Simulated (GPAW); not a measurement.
# A GW chain in GPAW: BaZnPF (P4/nmm), part 2 of 2

Aim: the G0W0 gap of BaZnPF (P4/nmm) on PBE, step by step.

GPAW 26.7.0; PBE and many-body steps on it, plane waves. Known limits of the many-body steps: not at the basis limit; d shell near the gap, gap tends to lie low; no spin-orbit coupling; coarse k mesh.

So far. Step 2 (Ground state): The gap is direct, at Γ. Step 3 (Empty states on the mesh, 4×4×1 mesh, 275 bands): On this mesh the gap is 0.458 eV.

## (4) Screening and self-energy, 4×4×1 mesh, 123 bands, screening to 48 eV

G0W0 replaces the xc potential by the self-energy, built once from these orbitals. Only a window of levels is corrected, while the sums run over the empty bands that the input names.

This step: G0W0 on PBE, plane waves, PAW.

run.py

```python
import json
import numpy as np
from gpaw.mpi import world
from gpaw.response.g0w0 import G0W0

gw = G0W0('full.gpw',
    filename='gw',
    kpts=[0],
    bands=(32, 36),
    ecut=48,
    nbands=123,
    integrate_gamma='WS',
    ppa=True)
gw.calculate()
res = {mode: {k: v for k, v in r.items() if k != 'sigma_eskwn'}
       for mode, r in gw.all_results.items()}

if world.rank == 0:
    with open('result.json', 'w') as f:
        json.dump(res, f, default=lambda x: x.tolist())
```

Started as:

```console
$ mpirun -n 4 gpaw python run.py
```

Numbers of over 12 decimals in the logs are rounded to 6 here.

Output:

```text
Using integrator: PointIntegrator
FrequencyGridDescriptor(from 0.000+0.000j to 0.000+27.211j eV, 2 points)
Nonperiodic BCs:  [False False False]
Using integrator: PointIntegrator
FrequencyGridDescriptor(from 0.000+0.000j to 0.000+27.211j eV, 2 points)
Nonperiodic BCs:  [False False False]
  ___  _ _ _
 |   || | | |
 | | || | | |
 |__ ||_____|
 |___|

BZ k-points: Symmetries present (total): 8

  [... matrices ...]
16 k-points: 4 x 4 x 1 Monkhorst-Pack grid + [1/8,1/8,0.000000]
6 k-points in the irreducible part of the Brillouin zone
       k-points in crystal coordinates                weights
   0:     0.00000000    0.00000000    0.00000000          1/16
   1:     0.25000000    0.00000000    0.00000000          4/16
   2:     0.25000000    0.25000000    0.00000000          4/16
   3:     0.50000000    0.00000000    0.00000000          2/16
   4:     0.50000000    0.25000000    0.00000000          4/16
   5:     0.50000000    0.50000000    0.00000000          1/16

Distributing spins, k-points and bands (1 x 1 x 4) over 4 processes
Number of blocks: 1

Quasi particle states:
k-points (IBZ indices): [0]
Band range: (32, 36)
  [... matrices ...]
Computational parameters:
Plane wave cut-off: 48 eV
Number of bands: 123
Coulomb cutoff: None
Broadening: 0.1 eV

fxc modes: GW
Kernel: RPA
Using Godby-Needs plasmon-pole approximation:
  Fitting energy: i*E0, E0 = 1.000 Hartree
Summing all q:

Calculating screened Coulomb potential
No Coulomb truncation
FrequencyGridDescriptor(from 0.000+0.000j to 0.000+27.211j eV, 2 points)
Removing empty qpoint cache files...

Calculating chi0 body with:
    Ground state adapter containing:
    Number of spins: 1
    Number of kpoints: 16
    Number of irreducible kpoints: 6
    Number of completely occupied states: 34
    Number of partially occupied states: 34
    Occupied states memory: 16.13671875 M / cpu

    Linear response parametrization:
    q_c: [0.0, 0.0, 0.0]
    Number of frequency points: 2
    Planewave cutoff: 48.0
    Number of bands: 123
    Number of planewaves: 127
    Broadening (eta): 1e-06
    comm.size: 4
    kncomm.size: 4
    blockcomm.size: 1

    Memory estimate of potentially large arrays:
        chi0_wGG: 0.492218 M / cpu
Integrating chi0 body.

Symmetries of q_c:
    Direct symmetries (Uq -> q): 8
    Indirect symmetries (TUq -> q): 8
In total 16 allowed symmetries.

  [... matrices ...]
6 groups of equivalent kpoints. 62.5% reduction.

Integral kind: response function
Integrating chi0 head and wings.

Symmetries of q_c:
    Direct symmetries (Uq -> q): 8
    Indirect symmetries (TUq -> q): 8
In total 16 allowed symmetries.

  [... matrices ...]
6 groups of equivalent kpoints. 62.5% reduction.

Integral kind: response function wings

Calculating chi0 body with:
    Ground state adapter containing:
    Number of spins: 1
    Number of kpoints: 16
    Number of irreducible kpoints: 6
    Number of completely occupied states: 34
    Number of partially occupied states: 34
    Occupied states memory: 16.13671875 M / cpu

    Linear response parametrization:
[... the further q-points ...]

Results:
f:      Occupation numbers
eps:     KS-eigenvalues [eV]
vxc:     KS vxc [eV]
exx:     Exact exchange [eV]
sigma:   Self-energies [eV]
dsigma:  Self-energy derivatives
Z:       Renormalization factors
qp:      QP-energies [eV]

k-point 0 (0): (0.000, 0.000, 0.000)                GW
band       f     eps     vxc     exx   sigma  dsigma       Z      qp
                                                                   GW
  32   1.000   6.654 -16.074 -18.125   1.776  -0.269   0.788   6.438
  33   1.000   6.654 -16.074 -18.125   1.777  -0.269   0.788   6.438
  34   0.000   7.112 -13.036  -9.251  -2.828  -0.239   0.807   7.884
  35   0.000   8.271 -12.541  -8.849  -3.170  -0.233   0.811   8.694
```

It took 43 s on 4 MPI ranks of Arm Neoverse V1, shared host; peak memory 2.1 GiB; 2.9 min of CPU time.

This step gave:

* G0W0 gap on the points computed: 1.446 eV
* least direct G0W0 gap on the computed points: 1.446 eV
* Z at the valence top: 0.7883
* Z at the conduction bottom: 0.8071
* starting gap on the mesh: 0.4582 eV
* k of the valence top: 0, 0, 0
* k of the conduction bottom: 0, 0, 0

The gap on the mesh goes from 0.46 eV to 1.45 eV, a correction of +0.99 eV.

Limits: finite bands, cutoff and mesh; d shell near the gap, gap tends to lie low; no spin-orbit coupling; coarse k mesh. v1 is the top filled band, c1 the lowest empty one. The levels before and after the correction (eV, zero at the valence-band top of each column):

```
           conduction bottom  valence top
Kohn-Sham               0.46         0.00
     G0W0               1.45         0.00
```

```csv
,level,energy (eV)
Kohn-Sham,Γ v2-v1,0.000
Kohn-Sham,Γ c1,0.458
Kohn-Sham,Γ c2,1.617
G0W0,Γ v2-v1,-0.001
G0W0,Γ c1,1.446
G0W0,Γ c2,2.256
```

## (5) Where the time went

Times are wall times on 4 MPI ranks of Arm Neoverse V1, shared host, good to a factor of about two.

| step | time | share | memory (GiB) |
| --- | --- | --- | --- |
| ground state | 4.3 min | 57 % | 1.0 |
| empty states on the mesh | 2.5 min | 34 % | 1.2 |
| screening and self-energy | 43 s | 9 % | 2.1 |

## (6) Outcome

```json
{
  "PBE gap": "0.46 eV, direct",
  "G0W0 gap on the mesh": "1.45 eV",
  "GW settings": "4×4×1 mesh, 123 bands, screening to 48 eV, Godby-Needs plasmon pole",
  "known limits": "not at the basis limit; d shell near the gap, gap tends to lie low; no spin-orbit coupling; coarse k mesh"
}
```

What this shows: G0W0 moves the gap on the mesh from 0.46 eV to 1.45 eV (+0.99 eV), with Z of 0.79 and 0.81 at the edges. Only 1 of the mesh's irreducible points was corrected, so a valley elsewhere could overtake. The dearest step here is «ground state». Bands and cutoff are finite, so the gap is not at the basis limit. The miss can reach some tenths of an eV and take either sign; the mesh is an error of its own. These stock PAW sets were not made for GW. In the G0W0 run levels were corrected at 1 k point alone, so a gap called «on the mesh» is the least over those, and an edge elsewhere would be missed. The 4×4×1 mesh is coarse for this cell, which bears on the long-range parts of exchange and screening. A d shell, filled or nearly so, lies near the gap. One-shot GW converges very slowly in bands there, not always from below, and on a semilocal start the gap tends to come out low; starts rich in exact exchange can overshoot instead. The many-body steps are scalar-relativistic: spin-orbit coupling is not in them.

[Paths, hosts, dates, memory and timing lines, banners, echoed tables and standing remarks are left out of the program output.]

[Logs are printed without paths, hosts, clocks, repeated set-up lines and the standing remarks that a program may print on its own settings, such as how far it seeks lower states.]

[Runs of the session that timed out or met a known fault of the program may be left out.]

[Hosts, paths, dates, database ids (printed as entryN), source tags and the programs' standing remarks are cut or masked in the printed files.]
